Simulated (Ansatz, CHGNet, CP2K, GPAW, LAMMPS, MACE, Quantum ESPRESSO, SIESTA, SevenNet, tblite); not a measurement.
# Running amorphous 73P2O5-20PbO-7Al2O3 (mol %) (88 atoms) with SIESTA

Wanted: SIESTA inputs and outputs for amorphous 73P2O5-20PbO-7Al2O3 (mol %) (88 atoms), checked against a plane-wave reference.

Program: SIESTA 5.4.2. Level of theory: the method is named at each step. Values are calculated unless marked as measured.

**1. The system as given**

The cell holds 88 atoms: 22 P, 3 Pb, 2 Al and 61 O. Cell: a = 10.812 Å, b = 10.812 Å, c = 10.812 Å, α = 90.0°, β = 90.0°, γ = 90.0°. 88 atoms (22 P, 3 Sr, 2 Al, 61 O) placed at random at 2.63 g/cm³, melted at 5000 K for 10 ps at fixed volume with the Morse and Coulomb pair potential with partial charges (Pedone, Malavasi, Menziani, Cormack and Segre, J. Phys. Chem. B 110, 11780 (2006)). Quenched from 5000 K to 300 K at 10 K/ps and fixed volume, held 10 ps at zero pressure, then minimised at fixed cell. Then Sr was replaced by Pb and the cell scaled by 1.008 (the potential has no terms for the new elements, so the cell is a start for a DFT relaxation).

The yardstick, on the same geometry:

```
method                                           : Kohn-Sham DFT, PBE, SSSP efficiency 1.3.0 pseudopotentials, plane waves (Quantum ESPRESSO 7.5); sssp-pbe-1.3.0-efficiency, cutoffs 60/480 Ry, Γ point
r.m.s. force component                           : 1.327 eV/Å
longest force                                    : 5.957 eV/Å
pressure                                         : -1.484 GPa
gap (highest filled to lowest empty level) : 0.8821 eV
time                                             : 3.6 min on 4 MPI ranks of Arm Neoverse V2, shared host
CPU time                                         : 14 min
```

**2. PBE, DZP, shift 0.01 Ry, mesh 500 Ry**

Method: Kohn-Sham DFT, PBE, PseudoDojo 0.4.1 norm-conserving pseudopotentials (converted to PSML), numerical atomic orbitals (DZP), diagonalisation.

The .psml files are PseudoDojo norm-conserving potentials that we converted to this format, checked against plane waves on the same files for H, C, O, Si, Ge and Ca alone.

input.fdf reads:

```
SystemLabel cell
NumberOfAtoms 88
NumberOfSpecies 4
%block ChemicalSpeciesLabel
  1 15 P
  2 82 Pb
  3 13 Al
  4 8 O
%endblock ChemicalSpeciesLabel
LatticeConstant 1.0 Ang
%block LatticeVectors
  10.81220 0.00000 0.00000
  0.00000 10.81220 0.00000
  0.00000 0.00000 10.81220
%endblock LatticeVectors
PAO.BasisSize DZP
PAO.EnergyShift 0.01 Ry
XC.Functional GGA
XC.Authors PBE
MeshCutoff 500 Ry
%block kgrid_Monkhorst_Pack
  1 0 0 0.0
  0 1 0 0.0
  0 0 1 0.0
%endblock kgrid_Monkhorst_Pack
SolutionMethod diagon
OccupationFunction FD
ElectronicTemperature 580 K
SCF.Mixer.Method Pulay
SCF.Mixer.Weight 0.15
SCF.Mixer.History 8
SCF.Mix Hamiltonian
MaxSCFIterations 300
SCF.DM.Tolerance 1e-04
SCF.H.Tolerance 1.0e-3 eV
WriteForces T
Write.HirshfeldPop T
Write.VoronoiPop T
Write.DM F
Write.H F
XML.Write F
AtomicCoordinatesFormat Fractional
%block AtomicCoordinatesAndAtomicSpecies
  0.81820 0.19644 0.35154 1
  0.53365 0.46198 0.53008 1
  0.91850 0.79954 0.07073 1
  0.92143 0.39195 0.00296 1
  0.23308 0.93496 0.42722 1
  0.53112 0.12260 0.70110 1
  0.18543 0.46560 0.68391 1
  0.17855 0.12315 0.04715 1
  0.91259 0.60374 0.45290 1
  0.80673 0.19928 0.64055 1
  0.00613 0.00401 0.25635 1
  0.37819 0.30780 0.34182 1
  0.34921 0.50021 0.91821 1
  0.63974 0.86493 0.04967 1
  0.05103 0.79635 0.81238 1
  0.78638 0.46057 0.24084 1
  0.88642 0.47011 0.71849 1
  0.19078 0.66244 0.47861 1
  0.19033 0.40168 0.13296 1
  0.78978 0.85891 0.42664 1
  0.54542 0.28740 0.93495 1
  0.19737 0.20408 0.54710 1
  0.63008 0.74607 0.70902 2
  0.38434 0.85926 0.90052 2
  0.49211 0.69692 0.29779 2
  0.05545 0.08979 0.77161 3
  0.57144 0.12568 0.19542 3
  0.90027 0.25504 0.01798 4
  0.96772 0.80002 0.93470 4
  0.49507 0.98787 0.71084 4
  0.96386 0.69015 0.14027 4
  0.54018 0.77665 0.09091 4
  0.06064 0.41691 0.03418 4
  0.31551 0.37372 0.23066 4
  0.84578 0.72958 0.46472 4
  0.20421 0.80674 0.49489 4
  0.65174 0.49163 0.23554 4
  0.85300 0.54587 0.33639 4
  0.63430 0.87852 0.90976 4
  0.84311 0.45426 0.10895 4
  0.55144 0.22570 0.06171 4
  0.11758 0.95232 0.33921 4
  0.06409 0.21326 0.49628 4
  0.10369 0.07780 0.16199 4
  0.00056 0.71641 0.71049 4
  0.61909 0.99000 0.11256 4
  0.70133 0.13757 0.29903 4
  0.28160 0.62752 0.38118 4
  0.84115 0.33278 0.68419 4
  0.17595 0.75059 0.85618 4
  0.25531 0.47278 0.80895 4
  0.27741 0.24768 0.42392 4
  0.10367 0.11417 0.92785 4
  0.05295 0.63749 0.44282 4
  0.04484 0.46000 0.71173 4
  0.78403 0.56797 0.73518 4
[... 28 atom lines left out ...]
  0.29336 0.04512 0.03053 4
  0.43812 0.38579 0.93163 4
  0.34940 0.91513 0.35558 4
  0.41682 0.61794 0.89420 4
%endblock AtomicCoordinatesAndAtomicSpecies
```

Started as:

```
$ OMP_NUM_THREADS=1 mpirun -np 2 siesta < input.fdf > output.txt
```

Output:

```text
Version         : 5.4.2
reinit: System Name:
reinit: System Label: cell
initatom: Reading input for the pseudopotentials and atomic orbitals ----------
Species number:   1 Atomic number:   15 Label: P
Species number:   2 Atomic number:   82 Label: Pb
Species number:   3 Atomic number:   13 Label: Al
Species number:   4 Atomic number:    8 Label: O
Ground state valence configuration (from tables):   3s02  3p03  3d00  4f00
Ground state valence configuration (from tables):   6s02  6p02  6d00  5f00
Ground state valence configuration (from tables):   3s02  3p01  3d00  4f00
Ground state valence configuration (from tables):   2s02  2p04  3d00  4f00
---- Processing specs for species: P
GGA--PBE XC_GGA_X_PBE--XC_GGA_C_PBE pb
---- Processing specs for species: Pb
GGA--PBE XC_GGA_X_PBE--XC_GGA_C_PBE pb
Semicore shell(s) with 10 electrons included in the valence for Pb
---- Processing specs for species: Al
GGA--PBE XC_GGA_X_PBE--XC_GGA_C_PBE pb
---- Processing specs for species: O
GGA--PBE XC_GGA_X_PBE--XC_GGA_C_PBE pb
Semicore shell(s): 5d
Fallback to non-perturbative polarization scheme for Pb
Please see the manual if this is not desired in principle
P pseudopotential only contains V_ls up to l=2 -- lmxkb reset.
Pb pseudopotential only contains V_ls up to l=2 -- lmxkb reset.
Al pseudopotential only contains V_ls up to l=2 -- lmxkb reset.
O pseudopotential only contains V_ls up to l=2 -- lmxkb reset.
Using PAO.SplitTailNorm
%block ChemicalSpeciesLabel
    1   15 P                       # Species index, atomic number, species label
    2   82 Pb                      # Species index, atomic number, species label
    3   13 Al                      # Species index, atomic number, species label
    4    8 O                       # Species index, atomic number, species label
%endblock ChemicalSpeciesLabel
%block PAO.Basis                 # Define Basis set
P                     2                    # Species label, number of l-shells
 n=3   0   2                         # n, l, Nzeta
   4.859      3.414
   1.000      1.000
 n=3   1   2 P   1                   # n, l, Nzeta, Polarization, NzetaPol
   6.081      4.321
[...]
Pb                    4                    # Species label, number of l-shells
 n=6   0   2                         # n, l, Nzeta
[...]
n=6   1   2                         # n, l, Nzeta
[...]
n=5   2   1                         # n, l, Nzeta
   3.677
   1.000
 n=6   2   1                         # n, l, Nzeta
   7.641
   1.000
Al                    2                    # Species label, number of l-shells
 n=3   0   2                         # n, l, Nzeta
[...]
n=3   1   2 P   1                   # n, l, Nzeta, Polarization, NzetaPol
[...]
O                     2                    # Species label, number of l-shells
 n=2   0   2                         # n, l, Nzeta
[...]
n=2   1   2 P   1                   # n, l, Nzeta, Polarization, NzetaPol
   4.300      2.782
   1.000      1.000
%endblock PAO.Basis
coor:   Atomic-coordinates input format  =     Fractional
siesta: System type = bulk
initatomlists: Number of atoms, orbitals, and projectors:     88  1159  1279
siesta: ******************** Simulation parameters ****************************
Total number of electrons:   524.000000
Total ionic charge:   524.000000
 Kpoints in:            1 . Kpoints trimmed:            1
siesta: k-grid: Number of k-points = 1
siesta: k-points from Monkhorst-Pack grid
siesta: k-cutoff (effective) =     5.406 Ang
siesta: k-point supercell and displacements
siesta: k-grid:     1     0     0      0.000
siesta: k-grid:     0     1     0      0.000
siesta: k-grid:     0     0     1      0.000
                     ====================================
                        Single-point calculation
                     ====================================
outcell: Unit cell vectors (Ang):
       10.812200    0.000000    0.000000
        0.000000   10.812200    0.000000
        0.000000    0.000000   10.812200
outcell: Cell vector modules (Ang)   :   10.812200   10.812200   10.812200
outcell: Cell angles (23,13,12) (deg):     90.0000     90.0000     90.0000
outcell: Cell volume (Ang**3)        :   1263.9858
Gamma-point calculation with multiply-connected orbital pairs
Gamma-point calculation with multiply-connected orbital pairs
Folding of H and S implicitly performed
Folding of H and S implicitly performed
new_DM -- step:     1
Initializing Density Matrix...
Attempting to read DM from file... Failed...
DM filled with atomic data:
InitMesh: MESH = 150 x 150 x 150 = 3375000
InitMesh: Mesh cutoff (required, used) =   500.000   531.932 Ry
stepf: Fermi-Dirac step function
        iscf     Eharris(eV)        E_KS(eV)     FreeEng(eV)     dDmax    Ef(eV) dHmax(eV)
   scf:    1   -37040.820737   -37360.663145   -37360.663145  1.792737 -4.305655 12.805818
   scf:    2   -37452.844843   -37410.588150   -37410.588150  0.102937 -4.684471  8.152537
   scf:    3   -37450.817092   -37441.920829   -37441.920852  0.140017 -3.731216  2.314956
[...]
scf:   12   -37443.581247   -37443.581305   -37443.586531  0.000271 -3.994733  0.001798
   scf:   13   -37443.581324   -37443.581315   -37443.586532  0.000067 -3.994724  0.000790
SCF Convergence by DM+H criterion
max |DM_out - DM_in|         :     0.0000667085
max |H_out - H_in|      (eV) :     0.0007898881
SCF cycle converged after 13 iterations
Using DM_out to compute the final energy and forces
siesta: E_KS(eV) =           -37443.5813
siesta: E_KS - E_eggbox =    -37443.5813
siesta: Atomic forces (eV/Ang):
     1   -2.298699   -0.657716   -1.246358
     2    2.410500   -1.600514    4.475786
     3    1.714802   -3.365773    1.029996
[...]
87    0.499237   -0.465687   -0.343600
    88   -0.161943    0.333424    0.444106
----------------------------------------
   Tot   -0.003875    0.006531   -0.000086
----------------------------------------
   Max    5.578144
   Res    1.462804    sqrt( Sum f_i^2 / 3N )
----------------------------------------
   Max    5.578144    constrained
Stress tensor Voigt[x,y,z,yz,xz,xy] (kbar):        2.87      -16.63        4.17        0.50       -5.15       -4.91
(Free)E + p*V (eV/cell)   -37441.0654
Target enthalpy (eV/cell)   -37443.5865
siesta: Program's energy decomposition (eV):
siesta: Ebs     =     -7823.725812
siesta: Eions   =     54302.771240
siesta: Ena     =      8448.476233
siesta: Ekin    =     23374.670114
siesta: Enl     =     -5158.670010
siesta: DEna    =       115.702178
siesta: DUscf   =        46.203088
siesta: Ex      =     -9288.368472
siesta: Ec      =      -678.823205
siesta: Exc     =     -9967.191677
siesta: Eharris =    -37443.581324
siesta: Etot    =    -37443.581315
siesta: FreeEng =    -37443.586532
siesta: Final energy (eV):
siesta:  Band Struct. =   -7823.725812
siesta:       Kinetic =   23374.670114
siesta:       Hartree =   14449.791594
siesta:         Exch. =   -9288.368472
siesta:         Corr. =    -678.823205
siesta:   Exch.-corr. =   -9967.191677
siesta:  Ion-electron =  -49877.431538
siesta:       Ion-ion =  -15423.419807
siesta:         Total =  -37443.581315
siesta:         Fermi =      -3.994724
siesta: Stress tensor (static) (eV/Ang**3):
siesta:     0.001794   -0.003063   -0.003213
siesta:    -0.003063   -0.010377    0.000312
siesta:    -0.003213    0.000312    0.002600
siesta: Cell volume =       1263.985848 Ang**3
siesta: Pressure (static):
siesta:                Solid            Molecule  Units
siesta:           0.00002172         -0.00006990  Ry/Bohr**3
siesta:           0.00199457         -0.00641774  eV/Ang**3
siesta:           3.19565488        -10.28235472  kBar
    Orbital volume contribution        =          28.372219 eV
    (Free)E + p_basis*V_orbitals       =      -37415.214313 eV
    (Free)Eharris+ p_basis*V_orbitals  =      -37415.214323 eV
Hirshfeld Atomic Populations:
Atom #   charge [q] valence [e]  Species
     1     0.582463    4.417537  P
     2     0.246170    4.753830  P
     3     0.418396    4.581604  P
[...]
21     0.395629    4.604371  P
    22     0.444537    4.555463  P
    23     0.771349   13.228651  Pb
    24     0.668445   13.331555  Pb
    25     0.634539   13.365461  Pb
    26     0.389369    2.610631  Al
    27     0.490957    2.509043  Al
    28    -0.374110    6.374110  O
    29    -0.120459    6.120459  O
    30    -0.291026    6.291026  O
[...]
87    -0.295715    6.295715  O
    88    -0.248008    6.248008  O
--------------------
 Total    -0.000003
```

Run time: 2 min. Hardware: 2 MPI ranks of Arm Neoverse V2, shared host; peak memory 1.9 GiB.

Banners and routine set-up lines are dropped from the logs; longer cuts are marked.

Compared with the plane-wave run:

```yaml
r_m_s_force_component: 1.463 eV/Å
r_m_s_difference_of_force_components: 244.5 meV/Å
longest_difference_of_force_vectors: 908.6 meV/Å
force_difference_over_r_m_s_force: 18.42 %
slope_of_forces_against_the_reference_s: 1.09
correlation_of_force_components: 0.9893
spacing_of_highest_filled_and_lowest_empty_level: 0.5584 eV
gap_difference: -0.3237 eV
pressure: 0.3195 GPa
pressure_difference: 1.804 GPa
```

Length of the force difference by element (eV/Å):

```csv
element,atoms,mean,most
Al,2,0.21,0.23
O,61,0.40,0.91
P,22,0.38,0.65
Pb,3,0.18,0.20
```

Levels nearest the highest filled one (eV from it): -1.59, -1.51, -1.45, -1.30, -1.27, -1.15, -0.94, -0.84, -0.77, -0.63, -0.47, 0.00, 0.56, 0.68, 1.20, 1.46, 1.73, 2.01, 2.05, 2.19, 2.30, 2.53, 2.61, 2.76.

Local excerpt of 10 atoms (numbers count through the whole input) about P4, which bears the longest force; x, y, z are measured from there.

```csv
atom,x,y,z,distance (Å),Hirshfeld charge (e),Fx,Fy,Fz (eV/Å)
P4,0.00,0.00,0.00,0.00,0.39,3.36,-5.43,0.05
O28,-0.23,-1.48,0.16,1.51,-0.37,-0.68,0.26,-0.38
O80,-0.18,0.59,-1.41,1.54,-0.15,-0.56,1.01,-0.74
O33,1.51,0.27,0.34,1.57,-0.24,0.56,1.70,-1.78
O40,-0.85,0.67,1.15,1.58,-0.09,-1.13,2.57,1.56
O58,-2.77,-0.47,-1.06,3.00,-0.35,-0.23,0.36,-0.20
P16,-1.46,0.74,2.57,3.05,0.50,-3.08,0.17,-1.94
P17,-0.38,0.85,-3.08,3.21,0.52,-1.28,2.54,1.81
P19,2.91,0.11,1.41,3.23,0.43,-5.03,-1.63,2.77
O76,1.99,0.34,2.61,3.30,-0.37,0.90,0.63,-0.22
```

Forces lie 18 % from the reference's, at 0.28 times its CPU time (on 2 against 4 cores).

**3. PBE, SZ, shift 0.01 Ry, mesh 500 Ry**

Method: Kohn-Sham DFT, PBE, PseudoDojo 0.4.1 norm-conserving pseudopotentials (converted to PSML), numerical atomic orbitals (SZ), diagonalisation.

input.fdf: that of step 2 with these lines changed.

```diff
@@ -15,3 +15,3 @@
 %endblock LatticeVectors
-PAO.BasisSize DZP
+PAO.BasisSize SZ
 PAO.EnergyShift 0.01 Ry
```

Started as:

```
$ OMP_NUM_THREADS=1 siesta < input.fdf > output.txt
```

Output:

```text
Version         : 5.4.2
reinit: System Name:
reinit: System Label: cell
initatom: Reading input for the pseudopotentials and atomic orbitals ----------
Species number:   1 Atomic number:   15 Label: P
Species number:   2 Atomic number:   82 Label: Pb
Species number:   3 Atomic number:   13 Label: Al
Species number:   4 Atomic number:    8 Label: O
[... lines left out ...]
        iscf     Eharris(eV)        E_KS(eV)     FreeEng(eV)     dDmax    Ef(eV) dHmax(eV)
[... lines left out ...]
SCF Convergence by DM+H criterion
[... lines left out ...]
SCF cycle converged after 23 iterations
[... lines left out ...]
   Max   10.652526
[... lines left out ...]
   Max   10.652526    constrained
Stress tensor Voigt[x,y,z,yz,xz,xy] (kbar):     -359.64     -369.13     -366.07        1.14        5.17        5.06
[... lines left out ...]
siesta: FreeEng =    -37185.237143
[... lines left out ...]
siesta:         Fermi =      -3.176288
[... lines left out ...]
siesta:           0.22778017          0.21448094  eV/Ang**3
siesta:         364.94406854        343.63634881  kBar
    Orbital volume contribution        =          14.300431 eV
    (Free)E + p_basis*V_orbitals       =      -37170.936712 eV
    (Free)Eharris+ p_basis*V_orbitals  =      -37170.936696 eV
Hirshfeld Atomic Populations:
Atom #   charge [q] valence [e]  Species
     1     0.812975    4.187025  P
     2     0.570262    4.429738  P
     3     0.680011    4.319989  P
[...]
21     0.672153    4.327847  P
    22     0.705266    4.294734  P
    23     0.717928   13.282072  Pb
    24     0.624922   13.375078  Pb
    25     0.621635   13.378365  Pb
    26     0.465343    2.534657  Al
    27     0.557514    2.442486  Al
    28    -0.417522    6.417522  O
    29    -0.263586    6.263586  O
    30    -0.348563    6.348563  O
[...]
87    -0.352183    6.352183  O
    88    -0.307487    6.307487  O
--------------------
 Total    -0.000014
```

Elapsed: 2 min, on 1 thread; peak memory 0.89 GiB.

Against the reference:

```
r.m.s. force component                  : 3.229 eV/Å
r.m.s. difference of force components   : 3071 meV/Å
longest difference of force vectors     : 9770 meV/Å
force difference over r.m.s. force      : 231.3 %
slope of forces against the reference's : 0.7824
correlation of force components         : 0.3216
pressure                                : 36.49 GPa
pressure difference                     : 37.98 GPa
```

This is a coarse setting, run to see what it loses.

Against the first run (18 %), the force difference from the reference is 231 %, at 0.49 times the CPU time (on 1 against 2 cores) (23 SCF steps against 13), with 367 basis functions against 1159: the smaller basis costs accuracy.

**4. PBE, SZP, shift 0.01 Ry, mesh 500 Ry**

Method: Kohn-Sham DFT, PBE, PseudoDojo 0.4.1 norm-conserving pseudopotentials (converted to PSML), numerical atomic orbitals (SZP), diagonalisation.

input.fdf: that of step 3 with these lines changed.

```diff
@@ -15,3 +15,3 @@
 %endblock LatticeVectors
-PAO.BasisSize SZ
+PAO.BasisSize SZP
 PAO.EnergyShift 0.01 Ry
```

Started as:

```
$ OMP_NUM_THREADS=1 mpirun -np 2 siesta < input.fdf > output.txt
```

Output:

```text
Version         : 5.4.2
reinit: System Name:
reinit: System Label: cell
initatom: Reading input for the pseudopotentials and atomic orbitals ----------
Species number:   1 Atomic number:   15 Label: P
Species number:   2 Atomic number:   82 Label: Pb
Species number:   3 Atomic number:   13 Label: Al
Species number:   4 Atomic number:    8 Label: O
Ground state valence configuration (from tables):   3s02  3p03  3d00  4f00
Ground state valence configuration (from tables):   6s02  6p02  6d00  5f00
[... lines left out ...]
stepf: Fermi-Dirac step function
        iscf     Eharris(eV)        E_KS(eV)     FreeEng(eV)     dDmax    Ef(eV) dHmax(eV)
[... lines left out ...]
SCF Convergence by DM+H criterion
[... lines left out ...]
SCF cycle converged after 20 iterations
[... lines left out ...]
   Max    6.771251
[... lines left out ...]
   Max    6.771251    constrained
Stress tensor Voigt[x,y,z,yz,xz,xy] (kbar):      -78.95     -104.26      -90.77       -1.20       -4.13       -1.90
[... lines left out ...]
siesta: FreeEng =    -37390.564378
[... lines left out ...]
siesta:       Ion-ion =  -15423.419807
siesta:         Total =  -37390.525598
siesta:         Fermi =      -4.201458
siesta: Stress tensor (static) (eV/Ang**3):
siesta:    -0.049276   -0.001184   -0.002578
siesta:    -0.001184   -0.065072   -0.000746
siesta:    -0.002578   -0.000746   -0.056657
siesta: Cell volume =       1263.985848 Ang**3
siesta: Pressure (static):
siesta:                Solid            Molecule  Units
siesta:           0.00062083          0.00049518  Ry/Bohr**3
siesta:           0.05700191          0.04546562  eV/Ang**3
siesta:          91.32712057         72.84395995  kBar
    Orbital volume contribution        =          23.711784 eV
    (Free)E + p_basis*V_orbitals       =      -37366.852595 eV
    (Free)Eharris+ p_basis*V_orbitals  =      -37366.852614 eV
Hirshfeld Atomic Populations:
Atom #   charge [q] valence [e]  Species
     1     0.596676    4.403324  P
     2     0.257660    4.742340  P
     3     0.420732    4.579268  P
[...]
21     0.399721    4.600279  P
    22     0.464825    4.535175  P
    23     0.798781   13.201219  Pb
    24     0.696670   13.303330  Pb
    25     0.664140   13.335860  Pb
    26     0.416928    2.583072  Al
    27     0.522554    2.477446  Al
    28    -0.339290    6.339290  O
    29    -0.146825    6.146825  O
    30    -0.294630    6.294630  O
[...]
87    -0.291125    6.291125  O
    88    -0.252719    6.252719  O
--------------------
 Total    -0.000009
```

Run time: 2.2 min. Hardware: 2 MPI ranks; peak memory 1.8 GiB; 4.4 min of CPU time.

Numbers from this run, and their distance from the reference:

```
r.m.s. force component                  : 1.804 eV/Å
r.m.s. difference of force components   : 777.3 meV/Å
longest difference of force vectors     : 2405 meV/Å
force difference over r.m.s. force      : 58.56 %
slope of forces against the reference's : 1.252
correlation of force components         : 0.9214
pressure                                : 9.133 GPa
pressure difference                     : 10.62 GPa
```

This is a coarse setting, run to see what it loses.

Against the first run (18 %), the force difference from the reference is 59 %, at 1.1 times the CPU time (20 SCF steps against 13), with 807 basis functions against 1159: the smaller basis costs accuracy.

[end of part 1 of 2]

[Long decimals in the printed logs are rounded to 6 places.]

[Also dropped from logs without a mark: lines with file paths, logging warnings of Python, QE's lines on negative density and diagonalisation, SIESTA's first energy breakdown, zero terms and Voronoi charges.]

[Logs are printed without paths, hosts, clocks, repeated set-up lines and the standing remarks that a program may print on its own settings, such as how far it seeks lower states.]

[Hosts, paths, dates, database ids (printed as entryN), source tags and the programs' standing remarks are cut or masked in the printed files.]

[Most failed runs of this program on this cell are left out, timed-out ones always.]
